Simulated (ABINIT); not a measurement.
# Calculated records

### BN (P6_3/mmc): one start, several treatments of the self-energy

Symmetry: P6_3/mmc, No. 194, hexagonal system. Conventional cell: a = 2.504 Å, b = 2.504 Å, c = 6.661 Å, α = 90.00°, β = 90.00°, γ = 120.00°. B has 3 N at 1.45 Å nearest. Nearest to N lie 3 B at 1.45 Å. Farther neighbours, and contacts between anions beyond the nearest, are not listed.

* method: RPA screening on PBE, plane waves, norm-conserving pseudopotentials (and 2 further levels or steps)
* program: ABINIT 10.8.3
* settings: cutoff 36 Ha, PseudoDojo scalar-relativistic 0.4.1 standard, norm-conserving, ngkpt (6, 6, 4), nband 115, ecuteps 7 Ha, inclvkb 2, shiftk (0, 0, 0), symchi 1, awtr 1, frequency ppm, 6×6×4 k-mesh
* cost: 6 runs, 2.2 min in all on 8 MPI ranks of Arm Neoverse V1, shared host
* notes: The program’s warnings: nkpt*nsppol () is not a multiple of nproc spkpt (). The cell and positions come from the Crystallography Open Database and are kept as given unless a step says otherwise. The 6×6×4 mesh is coarse for this cell, which bears on the long-range parts of exchange and screening.
* G0W0, Godby-Needs plasmon pole: 5.767 eV
* G0W0, Hybertsen-Louie plasmon pole: 6.017 eV
* G0W0, von der Linden-Horsch plasmon pole: 5.763 eV
* G0W0, Engel-Farid plasmon pole: 5.848 eV
* known limits: short of the basis limit; coarse k mesh

G0W0, Hybertsen-Louie plasmon pole: +0.250 eV against G0W0, Godby-Needs plasmon pole. G0W0, von der Linden-Horsch plasmon pole: −0.004 eV against G0W0, Godby-Needs plasmon pole.

[Paths, hosts, dates, memory and timing lines, banners, echoed tables and standing remarks are left out of the program output; an Ansatz launch command may be rebuilt from the run's recorded settings. Measured values are a selection of at most five: reports struck by readers or far from the other reports are left out. None is set beside runs whose start may be inverted or whose files or cutoffs have a known fault.]

[Runs of the session that timed out or met a known fault of the program may be left out.]

[Hosts, paths, dates, database ids (printed as entryN), source tags and the programs' standing remarks are cut or masked in the printed files.]

[G0W0 gaps are taken among the corrected bands and points alone; a level outside them can change the order at an edge.]

[Where Ansatz stands beside ABINIT at settings called matched, ABINIT's density can come from a denser mesh and the files from another edition; pairs whose starting gaps differed by over 0.03 eV were left out, so agreement reads better than it is.]
